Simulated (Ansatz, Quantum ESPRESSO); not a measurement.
# Nb(110), 5 layers, one monolayer of Si on top sites: vacuum level and surface dipole, part 6 of 6

Wanted: work functions and the surface dipole of Nb(110), 5 layers, one monolayer of Si on top sites at several levels, with their cost.

Quantum ESPRESSO 7.5; plane-wave DFT, PBE, GBRV ultrasoft pseudopotentials; geometry and cross-check by Ansatz 0.2.0 with PAW datasets.

So far. Step 10 (Ground state: PBE, SSSP efficiency): The upper face goes from 4.857 eV (PBE, GBRV) to 4.834 eV, a change of -0.024 eV from the pseudopotentials and their cutoffs. Step 11 (Ground state: PBEsol, GBRV ultrasoft): The upper face goes from 4.857 eV (PBE, GBRV) to 4.892 eV, a change of +0.035 eV.

## 15. Self-consistent run, with smearing = gaussian and degauss = 0.005

A sensitivity test on the input.

Input file esm.w0.in:

```
&control
  prefix = 'esm.w0'
  outdir = './out'
  pseudo_dir = './pseudo'
  calculation = 'scf'
  tprnfor = .true.
/
&system
  ibrav = 0
  nat = 6
  ntyp = 2
  ecutwfc = 40
  ecutrho = 200
  occupations = 'smearing'
  smearing = 'gaussian'
  degauss = 0.005
  assume_isolated = 'esm'
  esm_bc = 'bc1'
/
&electrons
  conv_thr = 1e-07
  mixing_beta = 0.4
  electron_maxstep = 120
  mixing_mode = 'local-TF'
/
ATOMIC_SPECIES
  Nb  92.9064  nb_pbe_v1.uspp.F.UPF
  Si  28.0850  si_pbe_v1.uspp.F.UPF
CELL_PARAMETERS angstrom
  2.33345237790000 -1.65000000000000 0.00000000000000
  2.33345237790000 1.65000000000000 0.00000000000000
  0.00000000000000 0.00000000000000 28.33380951170000
ATOMIC_POSITIONS crystal
  Nb  0.000000000000 0.000000000000 -0.211694714647
  Nb  0.500000000000 0.500000000000 -0.129338955947
  Nb  0.000000000000 0.000000000000 -0.046983197347
  Nb  0.500000000000 0.500000000000 0.036144966957
  Nb  -0.000000000000 -0.000000000000 0.119552114158
  Si  -0.000000000000 -0.000000000000 0.211694714647
K_POINTS automatic
  10 10 1 0 0 0
```

Run with:

```sh
> OMP_NUM_THREADS=1 mpirun -n 4 pw.x -nk 4 -in esm.w0.in > esm.w0.out
```

Output:

```text
[banner, memory and clock lines left out]
Program PWSCF v.7.5 starts
[citation notice left out]

[...]
Message from routine setup:
[...]
bravais-lattice index     =            0
     lattice parameter (alat)  =       5.4006  a.u.
     unit-cell volume          =    1472.3615 (a.u.)^3
     number of atoms/cell      =            6
     number of atomic types    =            2
     number of electrons       =        69.00
     number of Kohn-Sham states=           42
     kinetic-energy cutoff     =      40.0000  Ry
     charge density cutoff     =     200.0000  Ry
     scf convergence threshold =      1.0E-07
     mixing beta               =       0.4000
     number of iterations used =            8  local-TF  mixing
     Exchange-correlation= SLA  PW   PBE  PBE
                           (   1   4   3   4   0   0   0)

     Effective Screening Medium Method
     Boundary Conditions: Vacuum-Slab-Vacuum
     total charge in unit cell        =   0.0000
     grid points for fit at edges     =        4

[...]
PseudoPot. # 1 for Nb read from file:
     ./pseudo/nb_pbe_v1.uspp.F.UPF
     Pseudo is Ultrasoft + core correction, Zval = 13.0
     Generated by new atomic code, or converted to UPF format
     Using radial grid of  887 points,  6 beta functions with:
                l(1) =   0
                l(2) =   0
                l(3) =   1
                l(4) =   1
                l(5) =   2
                l(6) =   2
     Q(r) pseudized with  6 coefficients,  rinner =    1.000   1.000   1.000
                                                       1.000   1.000

     PseudoPot. # 2 for Si read from file:
     ./pseudo/si_pbe_v1.uspp.F.UPF
     Pseudo is Ultrasoft + core correction, Zval =  4.0
     Generated by new atomic code, or converted to UPF format
     Using radial grid of  899 points,  6 beta functions with:
                l(1) =   0
                l(2) =   0
                l(3) =   1
                l(4) =   1
                l(5) =   2
                l(6) =   2
     Q(r) pseudized with  8 coefficients,  rinner =    0.900   0.900   0.900
                                                       0.900   0.900

     atomic species   valence    mass     pseudopotential
     Nb               13.00    92.90640     Nb( 1.00)
     Si                4.00    28.08500     Si( 1.00)

      4 Sym. Ops. (no inversion) found

[...]
number of k points=    31  Gaussian smearing, width (Ry)=  0.0050
[...]
Dense  grid:    70217 G-vectors     FFT dimensions: (  25,  25, 243)

     Smooth grid:    50303 G-vectors     FFT dimensions: (  24,  24, 216)

     Check: negative core charge=   -0.000001

     Initial potential from superposition of free atoms

     starting charge      68.9857, renormalised to      69.0000

     negative rho (up, down):  2.797E-03 0.000E+00
     Starting wfcs are   69 randomized atomic wfcs

     per-process dynamical memory:    83.8 Mb

     Self-consistent Calculation

     iteration #  1     ecut=    40.00 Ry     beta= 0.40
     Davidson diagonalization with overlap
     ethr =  1.00E-02,  avg # of iterations =  1.4

     negative rho (up, down):  1.355E-03 0.000E+00

     total energy              =    -598.98954380 Ry
     estimated scf accuracy    <       5.30439870 Ry

     iteration #  2     ecut=    40.00 Ry     beta= 0.40
[...]
negative rho (up, down):  5.968E-04 0.000E+00

[...]
total energy              =    -598.97858712 Ry
     estimated scf accuracy    <       1.32280687 Ry

     iteration #  3     ecut=    40.00 Ry     beta= 0.40
[...]
negative rho (up, down):  1.927E-04 0.000E+00

[...]
total energy              =    -598.98104344 Ry
     estimated scf accuracy    <       0.37198378 Ry

     iteration #  4     ecut=    40.00 Ry     beta= 0.40
[...]
negative rho (up, down):  1.261E-04 0.000E+00

[...]
total energy              =    -599.03641804 Ry
     estimated scf accuracy    <       0.84753795 Ry

     iteration #  5     ecut=    40.00 Ry     beta= 0.40
[...]
negative rho (up, down):  8.037E-05 0.000E+00

[...]
total energy              =    -599.05508211 Ry
     estimated scf accuracy    <       0.04560253 Ry

     iteration #  6     ecut=    40.00 Ry     beta= 0.40
[...]
negative rho (up, down):  9.237E-05 0.000E+00

[...]
total energy              =    -599.09315602 Ry
     estimated scf accuracy    <       0.02013878 Ry

[...]
iteration # 30     ecut=    40.00 Ry     beta= 0.40
[...]
negative rho (up, down):  2.975E-03 0.000E+00

[...]
total energy              =    -599.08185929 Ry
     estimated scf accuracy    <       0.00000022 Ry

     iteration # 31     ecut=    40.00 Ry     beta= 0.40
[...]
c_bands:  4 eigenvalues not converged
[...]
negative rho (up, down):  2.991E-03 0.000E+00

[...]
total energy              =    -599.08184574 Ry
     estimated scf accuracy    <       0.00000078 Ry

     iteration # 32     ecut=    40.00 Ry     beta= 0.40
[...]
negative rho (up, down):  3.002E-03 0.000E+00

[...]
total energy              =    -599.08178316 Ry
     estimated scf accuracy    <       0.00000021 Ry

     iteration # 33     ecut=    40.00 Ry     beta= 0.40
[...]
negative rho (up, down):  2.994E-03 0.000E+00

[...]
End of self-consistent calculation

          k = 0.0000 0.0000 0.0000 (  6353 PWs)   bands (ev):

   -59.3018 -59.2100 -59.0588 -58.9878 -58.8918 -35.7562 -35.6028 -35.2858
   -34.9356 -34.9065 -34.8857 -34.7317 -34.6710 -34.5977 -34.5911 -34.5627
   -34.4601 -34.4440 -34.4200 -34.3888 -14.4951 -10.3452  -9.6280  -8.7889
    -8.3691  -8.3287  -7.2086  -6.2817  -6.0127  -5.5673  -5.0948  -5.0445
    -4.6482  -4.5730  -4.4723  -4.1667  -4.0565  -3.2858  -3.1379  -2.0748
    -2.0294  -1.7366

          k = 0.0612 0.0866 0.0000 (  6350 PWs)   bands (ev):

   -59.2890 -59.1969 -59.0443 -58.9773 -58.8844 -35.7240 -35.5859 -35.2995
   -35.0157 -34.9483 -34.9008 -34.7542 -34.7192 -34.6790 -34.6345 -34.5380
   -34.5295 -34.4801 -34.4631 -34.4246 -14.3046 -10.0503  -9.3542  -8.5163
    -8.0795  -8.0356  -7.0691  -6.2124  -5.9608  -5.5327  -5.2162  -5.0243
    -4.8853  -4.6913  -4.5474  -4.3320  -4.0203  -3.6927  -3.1446  -2.2824
    -2.2088  -2.0290

[...]
the Fermi energy is    -4.6958 ev

!    total energy              =    -599.08173823 Ry
     estimated scf accuracy    <       0.00000001 Ry
     smearing contrib. (-TS)   =      -0.00158092 Ry
     internal energy E=F+TS    =    -599.08015731 Ry

     The total energy is F=E-TS. E is the sum of the following terms:
     one-electron contribution =   17304.18905231 Ry
     hartree contribution      =   -8671.37719452 Ry
     xc contribution           =     -96.15772961 Ry
     ewald contribution        =   -9135.73428550 Ry

     convergence has been achieved in  33 iterations

     negative rho (up, down):  2.994E-03 0.000E+00

     Forces acting on atoms (cartesian axes, Ry/au):

     atom    1 type  1   force =     0.00000000    0.00000000    0.01440292
     atom    2 type  1   force =     0.00000000    0.00000000   -0.01610242
     atom    3 type  1   force =     0.00000000    0.00000000    0.00510136
     atom    4 type  1   force =     0.00000000    0.00000000   -0.00136485
     atom    5 type  1   force =     0.00000000    0.00000000   -0.00065262
     atom    6 type  2   force =     0.00000000    0.00000000   -0.00122945

     Total force =     0.022284     Total SCF correction =     0.000552

[...]
```

Run time: 2.2 min. Hardware: 4 MPI ranks of Intel Xeon Platinum 8559C (Emerald Rapids), shared host; peak memory 0.75 GiB; 8.9 min of CPU time.

Beside the run it was changed from:

```csv
quantity,this run,unchanged run,difference
"vacuum line at the upper end of the cell, over the Fermi level (eV)",4.829,4.857,-0.029
"vacuum line at the lower end of the cell, over the Fermi level (eV)",4.563,4.585,-0.022
free energy (eV),-8150.922,-8150.912,-0.010
wall time (s),134,110,
SCF iterations,33,32,
```

The free energy moves by -1.7 meV an atom.

The free energy holds the smearing's entropy term, so it moves with degauss by construction.

Levels move by up to 29 meV, a modest change.

## 16. By hand

In the first self-consistent run, on its own zero, the Fermi level is 5.795 eV and the upper vacuum level 10.640 eV: φ = 10.640 − (5.795) = 4.845 eV.

The dipole of -0.0509 D is -0.0106 e Å (1 D = 0.20819 e Å). A dipole layer steps the potential by e p/(ε₀A), with e/ε₀ = 180.95 V Å: 180.95 × 0.0106 / 7.700 = 0.249 eV, against 0.250 eV between the two work functions.

## 17. Outcome

```json
{
  "work function of the covered face, PBE, GBRV": "4.84 eV",
  "work function of the bare face, PBE, GBRV": "4.59 eV",
  "covered face by ESM": "4.86 eV",
  "dipole along the normal": "-0.0106 e·Å",
  "covered face by Ansatz": "4.84 eV"
}
```

In words: At the first level (PBE, GBRV ultrasoft) the work function comes to 4.84 eV on the upper face and 4.59 eV on the lower. The Si layer ends 2.61 Å above the top metal plane and raises the work function by 0.25 eV against the bare face. This is the step −180.95 p/A = +0.25 eV of the slab's dipole p = -0.01060 e Å, which the dipole correction builds in. The bare face is held at bulk positions, so it is no relaxed clean surface. ESM differs from the periodic treatment by +13 meV on the upper face and -10 meV on the lower; the slab's dipole converges slowly, so differences of this size remain at the threshold used. Over the levels tried, the uncorrected run apart, the upper face spans 4.83 eV (QE PBE SPMS norm-conserving, ESM bc1) to 4.89 eV (QE PBEsol GBRV ultrasoft, ESM bc1). Without a correction the vacuum potential slopes by 19 meV/Å, so no single vacuum level can be read. Quantum ESPRESSO and Ansatz give 4.84 and 4.84 eV for the upper face, which agree. Ansatz ran with Fermi-Dirac smearing of 0.1 eV against cold smearing of 0.02 Ry, which alone can move a level by some tens of meV. With 10×10 points and so few layers the values hold to some 0.05 to 0.1 eV. The slab is cut at a tabulated measured bulk lattice constant, given to two decimals. A full 1×1 monolayer may not be the stable structure at this coverage.

[Logs are printed without paths, hosts, clocks, repeated set-up lines and the standing remarks that a program may print on its own settings, such as how far it seeks lower states.]

[Hosts, paths, dates, database ids (printed as entryN), source tags and the programs' standing remarks are cut or masked in the printed files.]

[Maps of the electrostatic potential energy from Ansatz leave out the sawtooth potential of an applied field or a dipole correction, so their vacuum need not be flat; planar profiles and work functions include it.]
